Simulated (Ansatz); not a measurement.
# Converging the field response of a LiH (001) film

Aim: a convergence study of the equivalent conductor thickness of a LiH (001) film, with the cost of each setting.

Method: plane-wave DFT, PBE, Ansatz PAW, in the first sound run; inputs show where later runs differ, in Ansatz 0.2.0.

This is a report of a sequence of runs, with the program logs left out and the cost of each run kept.

### 1. The system as given

The cell holds 10 atoms: 5 Li and 5 H. Its edges and angles: a = 2.885 Å, b = 2.885 Å, c = 26.160 Å, α = 90.0°, β = 90.0°, γ = 90.0°. It derives from LiH (rocksalt LiH). Vacuum lies along c.

As a file:

```cif
data_structure
_symmetry_space_group_name_H-M 'P 1'
_symmetry_Int_Tables_number 1
_cell_length_a 2.8850
_cell_length_b 2.8850
_cell_length_c 26.1600
_cell_angle_alpha 90.000
_cell_angle_beta 90.000
_cell_angle_gamma 90.000
_cell_volume 217.73
loop_
_atom_site_label
_atom_site_type_symbol
_atom_site_fract_x
_atom_site_fract_y
_atom_site_fract_z
_atom_site_occupancy
Li1 Li 0.50000 0.50000 0.34404 1
H2 H 0.00000 0.00000 0.34404 1
Li3 Li 0.00000 0.00000 0.42202 1
H4 H 0.50000 0.50000 0.42202 1
Li5 Li 0.50000 0.50000 0.50000 1
H6 H 0.00000 0.00000 0.50000 1
Li7 Li 0.00000 0.00000 0.57798 1
H8 H 0.50000 0.50000 0.57798 1
Li9 Li 0.50000 0.50000 0.65596 1
H10 H 0.00000 0.00000 0.65596 1
```

### 2. Single point, setting first choice

The first choice: the default cutoff of 420 eV, a 10×10×1 mesh, 18 Å of vacuum, 0.1 V/Å and a tight threshold. Each later run changes one input against this one; other functionals and files bring their own cutoffs.

The input, input.yaml:

```yaml
crystal:
  lattice:
    - [2.88499567, 0.0, 0.0]
    - [0.0, 2.88499567, 0.0]
    - [0.0, 0.0, 26.16]
  atoms:
    - { symbol: Li, position: [0.5, 0.5, 0.3440366972] }
    - { symbol: H, position: [0.0, 0.0, 0.3440366972] }
    - { symbol: Li, position: [0.0, 0.0, 0.4220183486] }
    - { symbol: H, position: [0.5, 0.5, 0.4220183486] }
    - { symbol: Li, position: [0.5, 0.5, 0.5] }
    - { symbol: H, position: [0.0, 0.0, 0.5] }
    - { symbol: Li, position: [0.0, 0.0, 0.5779816514] }
    - { symbol: H, position: [0.5, 0.5, 0.5779816514] }
    - { symbol: Li, position: [0.5, 0.5, 0.6559633028] }
    - { symbol: H, position: [0.0, 0.0, 0.6559633028] }
kpoints:
  mp_grid: { grid: [10, 10, 1] }
hamiltonian:
  xc: pbe
scf:
  occupations: { method: fixed }
  convergence: { dr2_threshold: 1.0e-10 }
efield:
  axis: 3
  dipole_correction: true
  ramp_position: 0.97
  ramp_width: 0.06
  amplitude: 0.1
output:
  write_potential: true
  write_density: true
  volumetric_format: npy
```

On the command line:

```bash
$ ansatz run input.yaml --threads 2 --pin off --max-ram 3072MiB --backend cpu --events-out ev --progress --plain --runs-dir out
```

Run time: 4.8 s. Hardware: 2 threads of Arm Neoverse V2, shared host; peak memory 0.38 GiB.

Numbers from this step:

```
gap on the k-mesh                       : 2.205 eV
dipole along the normal                 : 0.03945 e·Å
equivalent conductor thickness p/(ε₀AE) : 8.578 Å
```

Running mean over 2.04 Å of the planar mean, with the applied field; the ramp of the sawtooth is left out. Electron's electrostatic potential energy less the highest filled level against z:

z (Å), electron's electrostatic potential energy less the highest filled level (eV) and a bar from the least value:
```
        4       3.42 ########################
        5       3.52 ########################
        6       3.60 #########################
        7       3.51 ########################
        8       1.30 ###########
        9      -0.62 
       10      -0.60 
       11      -0.60 
       12      -0.61 
       13      -0.60 
       14      -0.57 
       15      -0.51 #
       16      -0.46 #
       17      -0.47 #
       18       0.87 #########
       19       3.77 ##########################
       20       4.14 ############################
       21       4.26 #############################
       22       4.36 #############################
       23       4.46 ##############################
```

The dipole corresponds to a conductor 8.578 Å thick.

### 3. Single point, box 26.2 Å

Changes to input.yaml since step 2:

```diff
@@ -29,2 +29,4 @@
   amplitude: 0.1
+basis:
+  ecutwfc: "250 eV"
 output:
```

Run time: 2.8 s. Hardware: 2 threads; peak memory 0.29 GiB; 5.4 s of CPU time.

The dipole corresponds to a conductor 8.593 Å thick, +0.18 % from the first choice, at 0.58 times its CPU time.

### 4. Single point, box 26.2 Å (run 2)

Changes to input.yaml since step 3:

```diff
@@ -30,3 +30,3 @@
 basis:
-  ecutwfc: "250 eV"
+  ecutwfc: "330 eV"
 output:
```

It took 4.1 s on 2 threads; peak memory 0.33 GiB.

The dipole corresponds to a conductor 8.579 Å thick, +0.02 % from the first choice, at 0.86 times its CPU time.

### 5. Single point, box 26.2 Å (run 3)

Changes to input.yaml since step 4:

```diff
@@ -30,3 +30,3 @@
 basis:
-  ecutwfc: "330 eV"
+  ecutwfc: "600 eV"
 output:
```

Elapsed: 8.3 s, on 2 threads; peak memory 0.49 GiB; 16 s of CPU time.

The dipole corresponds to a conductor 8.577 Å thick, -0.00 % from the first choice, at 1.8 times its CPU time.

### 6. Single point, box 26.2 Å (run 4)

Changes to input.yaml since step 5:

```diff
@@ -17,3 +17,3 @@
 kpoints:
-  mp_grid: { grid: [10, 10, 1] }
+  mp_grid: { grid: [1, 1, 1] }
 hamiltonian:
@@ -29,4 +29,2 @@
   amplitude: 0.1
-basis:
-  ecutwfc: "600 eV"
 output:
```

It took 0.51 s on 2 threads; peak memory 0.26 GiB; 0.85 s of CPU time.

The dipole corresponds to a conductor 9.877 Å thick, +15.15 % from the first choice, at 0.091 times its CPU time.

### 7. Single point, box 26.2 Å (run 5)

Changes to input.yaml since step 6:

```diff
@@ -17,3 +17,3 @@
 kpoints:
-  mp_grid: { grid: [1, 1, 1] }
+  mp_grid: { grid: [2, 2, 1] }
 hamiltonian:
```

Run time: 0.72 s. Hardware: 2 threads; peak memory 0.32 GiB; 1.2 s of CPU time.

The dipole corresponds to a conductor 8.945 Å thick, +4.28 % from the first choice, at 0.13 times its CPU time.

### 8. Single point, box 26.2 Å (run 6)

Changes to input.yaml since step 7:

```diff
@@ -17,3 +17,3 @@
 kpoints:
-  mp_grid: { grid: [2, 2, 1] }
+  mp_grid: { grid: [5, 5, 1] }
 hamiltonian:
```

It took 1.7 s on 2 threads; peak memory 0.32 GiB.

The dipole corresponds to a conductor 8.573 Å thick, -0.05 % from the first choice, at 0.33 times its CPU time.

### 9. Single point, box 26.2 Å (run 7)

Changes to input.yaml since step 8:

```diff
@@ -17,3 +17,3 @@
 kpoints:
-  mp_grid: { grid: [5, 5, 1] }
+  mp_grid: { grid: [20, 20, 1] }
 hamiltonian:
```

The job ended after 15 s (2 threads; peak memory 0.57 GiB).

The dipole corresponds to a conductor 8.578 Å thick, -0.00 % from the first choice, at 3.2 times its CPU time.

### 10. Run, box 18.2 Å

The cell differs from the one that the last finished run ended in (c 26.160 → 18.160 Å).

input.yaml, the sections that differ from step 9:

```yaml
crystal:
  lattice:
    - [2.88499567, 0.0, 0.0]
    - [0.0, 2.88499567, 0.0]
    - [0.0, 0.0, 18.16]
  atoms:
    - { symbol: Li, position: [0.5, 0.5, 0.2753303965] }
    - { symbol: H, position: [0.0, 0.0, 0.2753303965] }
    - { symbol: Li, position: [0.0, 0.0, 0.3876651982] }
    - { symbol: H, position: [0.5, 0.5, 0.3876651982] }
    - { symbol: Li, position: [0.5, 0.5, 0.5] }
    - { symbol: H, position: [0.0, 0.0, 0.5] }
    - { symbol: Li, position: [0.0, 0.0, 0.6123348018] }
    - { symbol: H, position: [0.5, 0.5, 0.6123348018] }
    - { symbol: Li, position: [0.5, 0.5, 0.7246696035] }
    - { symbol: H, position: [0.0, 0.0, 0.7246696035] }
kpoints:
  mp_grid: { grid: [10, 10, 1] }
# hamiltonian, scf, efield, output: as in step 9
```

Wall time 3.8 s (2 threads); peak memory 0.33 GiB; 7.4 s of CPU time.

The dipole corresponds to a conductor 8.569 Å thick, -0.11 % from the first choice, at 0.79 times its CPU time.

### 11. Single point, box 22.2 Å

The cell differs from the one that the last finished run ended in (c 18.160 → 22.160 Å).

input.yaml, the sections that differ from step 10:

```yaml
crystal:
  lattice:
    - [2.88499567, 0.0, 0.0]
    - [0.0, 2.88499567, 0.0]
    - [0.0, 0.0, 22.16]
  atoms:
    - { symbol: Li, position: [0.5, 0.5, 0.3158844765] }
    - { symbol: H, position: [0.0, 0.0, 0.3158844765] }
    - { symbol: Li, position: [0.0, 0.0, 0.4079422383] }
    - { symbol: H, position: [0.5, 0.5, 0.4079422383] }
    - { symbol: Li, position: [0.5, 0.5, 0.5] }
    - { symbol: H, position: [0.0, 0.0, 0.5] }
    - { symbol: Li, position: [0.0, 0.0, 0.5920577617] }
    - { symbol: H, position: [0.5, 0.5, 0.5920577617] }
    - { symbol: Li, position: [0.5, 0.5, 0.6841155235] }
    - { symbol: H, position: [0.0, 0.0, 0.6841155235] }
# kpoints, hamiltonian, scf, efield, output: as in step 10
```

It took 4.7 s on 2 threads; peak memory 0.35 GiB; 9.3 s of CPU time.

The dipole corresponds to a conductor 8.577 Å thick, -0.01 % from the first choice, at 0.99 times its CPU time.

### 12. Run, box 34.2 Å

The cell differs from the one that the last finished run ended in (c 22.160 → 34.160 Å).

input.yaml, the sections that differ from step 11:

```yaml
crystal:
  lattice:
    - [2.88499567, 0.0, 0.0]
    - [0.0, 2.88499567, 0.0]
    - [0.0, 0.0, 34.16]
  atoms:
    - { symbol: Li, position: [0.5, 0.5, 0.3805620609] }
    - { symbol: H, position: [0.0, 0.0, 0.3805620609] }
    - { symbol: Li, position: [0.0, 0.0, 0.4402810304] }
    - { symbol: H, position: [0.5, 0.5, 0.4402810304] }
    - { symbol: Li, position: [0.5, 0.5, 0.5] }
    - { symbol: H, position: [0.0, 0.0, 0.5] }
    - { symbol: Li, position: [0.0, 0.0, 0.5597189696] }
    - { symbol: H, position: [0.5, 0.5, 0.5597189696] }
    - { symbol: Li, position: [0.5, 0.5, 0.6194379391] }
    - { symbol: H, position: [0.0, 0.0, 0.6194379391] }
# kpoints, hamiltonian, scf, efield, output: as in step 11
```

Run time: 6.5 s. Hardware: 2 threads; peak memory 0.44 GiB.

The dipole corresponds to a conductor 8.577 Å thick, -0.01 % from the first choice, at 1.4 times its CPU time.

### 13. Run, box 26.2 Å

input.yaml, the sections that differ from step 12:

```yaml
crystal:
  lattice:
    - [2.88499567, 0.0, 0.0]
    - [0.0, 2.88499567, 0.0]
    - [0.0, 0.0, 26.16]
  atoms:
    - { symbol: Li, position: [0.5, 0.5, 0.3440366972] }
    - { symbol: H, position: [0.0, 0.0, 0.3440366972] }
    - { symbol: Li, position: [0.0, 0.0, 0.4220183486] }
    - { symbol: H, position: [0.5, 0.5, 0.4220183486] }
    - { symbol: Li, position: [0.5, 0.5, 0.5] }
    - { symbol: H, position: [0.0, 0.0, 0.5] }
    - { symbol: Li, position: [0.0, 0.0, 0.5779816514] }
    - { symbol: H, position: [0.5, 0.5, 0.5779816514] }
    - { symbol: Li, position: [0.5, 0.5, 0.6559633028] }
    - { symbol: H, position: [0.0, 0.0, 0.6559633028] }
efield:
  axis: 3
  dipole_correction: true
  ramp_position: 0.97
  ramp_width: 0.06
  amplitude: 0.005
# kpoints, hamiltonian, scf, output: as in step 12
```

Elapsed: 4.9 s, on 2 threads; peak memory 0.38 GiB.

The dipole corresponds to a conductor 8.576 Å thick, -0.02 % from the first choice, at 1.0 times its CPU time.

### 14. Run, box 26.2 Å (run 2)

Changes to input.yaml since step 13:

```diff
@@ -28,3 +28,3 @@
   ramp_width: 0.06
-  amplitude: 0.005
+  amplitude: 0.03
 output:
```

Wall time 4.8 s (2 threads); peak memory 0.38 GiB; 9.5 s of CPU time.

The dipole corresponds to a conductor 8.576 Å thick, -0.02 % from the first choice, at 1.0 times its CPU time.

### 15. Single point, box 26.2 Å (run 8)

Changes to input.yaml since step 14:

```diff
@@ -28,3 +28,3 @@
   ramp_width: 0.06
-  amplitude: 0.03
+  amplitude: 0.3
 output:
```

The job ended after 4.9 s (2 threads; peak memory 0.38 GiB).

The dipole corresponds to a conductor 8.591 Å thick, +0.15 % from the first choice, at 1.0 times its CPU time.

### 16. Run, box 26.2 Å (run 3)

Changes to input.yaml since step 15:

```diff
@@ -22,3 +22,3 @@
   occupations: { method: fixed }
-  convergence: { dr2_threshold: 1.0e-10 }
+  convergence: { dr2_threshold: 0.0001 }
 efield:
@@ -28,3 +28,3 @@
   ramp_width: 0.06
-  amplitude: 0.3
+  amplitude: 0.1
 output:
```

Run time: 4.6 s. Hardware: 2 threads; peak memory 0.38 GiB.

The dipole corresponds to a conductor 8.571 Å thick, -0.08 % from the first choice, at 0.97 times its CPU time.

### 17. Single point, box 26.2 Å (run 9)

Changes to input.yaml since step 16:

```diff
@@ -22,3 +22,3 @@
   occupations: { method: fixed }
-  convergence: { dr2_threshold: 0.0001 }
+  convergence: { dr2_threshold: 1.0e-06 }
 efield:
```

Elapsed: 4.8 s, on 2 threads; peak memory 0.38 GiB.

The dipole corresponds to a conductor 8.583 Å thick, +0.06 % from the first choice, at 1.0 times its CPU time.

### 18. Single point, box 26.2 Å (run 10)

Changes to input.yaml since step 17:

```diff
@@ -22,3 +22,3 @@
   occupations: { method: fixed }
-  convergence: { dr2_threshold: 1.0e-06 }
+  convergence: { dr2_threshold: 1.0e-08 }
 efield:
```

It took 4.8 s on 2 threads; peak memory 0.38 GiB.

The dipole corresponds to a conductor 8.578 Å thick, -0.00 % from the first choice, at 1.0 times its CPU time.

### 19. Single point, box 26.2 Å (run 11)

This step: plane-wave DFT, LDA, Ansatz PAW (Ansatz 0.2.0).

Changes to input.yaml since step 18:

```diff
@@ -19,6 +19,6 @@
 hamiltonian:
-  xc: pbe
+  xc: lda
 scf:
   occupations: { method: fixed }
-  convergence: { dr2_threshold: 1.0e-08 }
+  convergence: { dr2_threshold: 1.0e-10 }
 efield:
```

Run time: 4.9 s. Hardware: 2 threads; peak memory 0.37 GiB; 9.5 s of CPU time.

The dipole corresponds to a conductor 8.786 Å thick, +2.43 % from the first choice, at 1.0 times its CPU time.

### 20. Run, box 26.2 Å (run 4)

This step: plane-wave DFT, r2SCAN, Ansatz PAW (Ansatz 0.2.0).

Changes to input.yaml since step 19:

```diff
@@ -19,3 +19,3 @@
 hamiltonian:
-  xc: lda
+  xc: r2scan
 scf:
```

The job ended after 12 s (2 threads; peak memory 0.47 GiB; 23 s of CPU time).

The dipole corresponds to a conductor 8.291 Å thick, -3.34 % from the first choice, at 2.5 times its CPU time.

### 21. Single point, box 26.2 Å (run 12)

This step: plane-wave DFT, PBE, norm-conserving (Ansatz 0.2.0).

Changes to input.yaml since step 20:

```diff
@@ -19,3 +19,4 @@
 hamiltonian:
-  xc: r2scan
+  xc: pbe
+  pseudopotentials: { kind: nc }
 scf:
```

Elapsed: 17 s, on 2 threads; peak memory 0.73 GiB; 35 s of CPU time.

The dipole corresponds to a conductor 8.579 Å thick, +0.01 % from the first choice, at 3.7 times its CPU time.

### 22. Run, box 26.2 Å (run 5)

This step: plane-wave DFT, PBE, JTH PAW (Ansatz 0.2.0).

Changes to input.yaml since step 21:

```diff
@@ -20,3 +20,3 @@
   xc: pbe
-  pseudopotentials: { kind: nc }
+  pseudopotentials: { kind: paw, source: jth }
 scf:
```

The job ended after 28 s (2 threads; peak memory 1 GiB).

The dipole corresponds to a conductor 8.583 Å thick, +0.06 % from the first choice, at 6.0 times its CPU time.

### 23. The series together

Times are for 2 threads of Arm Neoverse V2, shared host. The series side by side:

| no. | setting | equivalent conductor thickness p/(ε₀AE) (Å) | time | memory (GiB) |
| --- | --- | --- | --- | --- |
| 1 | first choice | 8.578 | 4.8 s | 0.38 |
| 2 | cutoff 250 eV | 8.593 | 2.8 s | 0.29 |
| 3 | cutoff 330 eV | 8.579 | 4.1 s | 0.33 |
| 4 | cutoff 600 eV | 8.577 | 8.3 s | 0.49 |
| 5 | mesh 1x1 | 9.877 | 0.51 s | 0.26 |
| 6 | mesh 2x2 | 8.945 | 0.72 s | 0.32 |
| 7 | mesh 5x5 | 8.573 | 1.7 s | 0.32 |
| 8 | mesh 20x20 | 8.578 | 15 s | 0.57 |
| 9 | vacuum 10 Å | 8.569 | 3.8 s | 0.33 |
| 10 | vacuum 14 Å | 8.577 | 4.7 s | 0.35 |
| 11 | vacuum 26 Å | 8.577 | 6.5 s | 0.44 |
| 12 | field 0.005 V/Å | 8.576 | 4.9 s | 0.38 |
| 13 | field 0.03 V/Å | 8.576 | 4.8 s | 0.38 |
| 14 | field 0.3 V/Å | 8.591 | 4.9 s | 0.38 |
| 15 | SCF threshold 1e-04 eV | 8.571 | 4.6 s | 0.38 |
| 16 | SCF threshold 1e-06 eV | 8.583 | 4.8 s | 0.38 |
| 17 | SCF threshold 1e-08 eV | 8.578 | 4.8 s | 0.38 |
| 18 | LDA, Ansatz PAW (420 eV) | 8.786 | 4.9 s | 0.37 |
| 19 | r2SCAN, Ansatz PAW (500 eV) | 8.291 | 12 s | 0.47 |
| 20 | PBE, norm-conserving (1034 eV) | 8.579 | 17 s | 0.73 |
| 21 | PBE, JTH PAW (1170 eV) | 8.583 | 28 s | 1.0 |

### 24. Outcome

```yaml
equivalent_conductor_thickness_first_choice: 8.578 Å
equivalent_conductor_thickness_cutoff_600_ev: 8.577 Å
equivalent_conductor_thickness_mesh_1x1: 9.877 Å
equivalent_conductor_thickness_mesh_2x2: 8.945 Å
equivalent_conductor_thickness_vacuum_26_a: 8.577 Å
equivalent_conductor_thickness_lda_ansatz_paw_420_ev: 8.786 Å
equivalent_conductor_thickness_r2scan_ansatz_paw_500_ev: 8.291 Å
```

**Reading.** The first choice gives 8.58 Å. Numerical settings off by more than 1 % against it: mesh 1x1 (+15.1 %) and mesh 2x2 (+4.3 %). The cheapest single change that stays within 0.5 % is mesh 5x5, at 33 % of the CPU time. Functionals and files move it by +2.4 % (LDA, Ansatz PAW (420 eV)), -3.3 % (r2SCAN, Ansatz PAW (500 eV)), under 0.1 % (PBE, norm-conserving (1034 eV)) and +0.1 % (PBE, JTH PAW (1170 eV)). The film is symmetric and its atoms are held, so the dipole is the electronic response to the field alone. Times of a few seconds on a shared host rank the settings only roughly. In 1 run of the series (vacuum 10 Å) the program warns that electrons reach the sawtooth's ramp, which makes dipole and work function less sure.

[Long decimals in the printed logs are rounded to 6 places.]

[Logs are printed without paths, hosts, clocks, repeated set-up lines and the standing remarks that a program may print on its own settings, such as how far it seeks lower states.]

[Hosts, paths, dates, database ids (printed as entryN), source tags and the programs' standing remarks are cut or masked in the printed files.]

[Maps of the electrostatic potential energy from Ansatz leave out the sawtooth potential of an applied field or a dipole correction, so their vacuum need not be flat; planar profiles and work functions include it.]
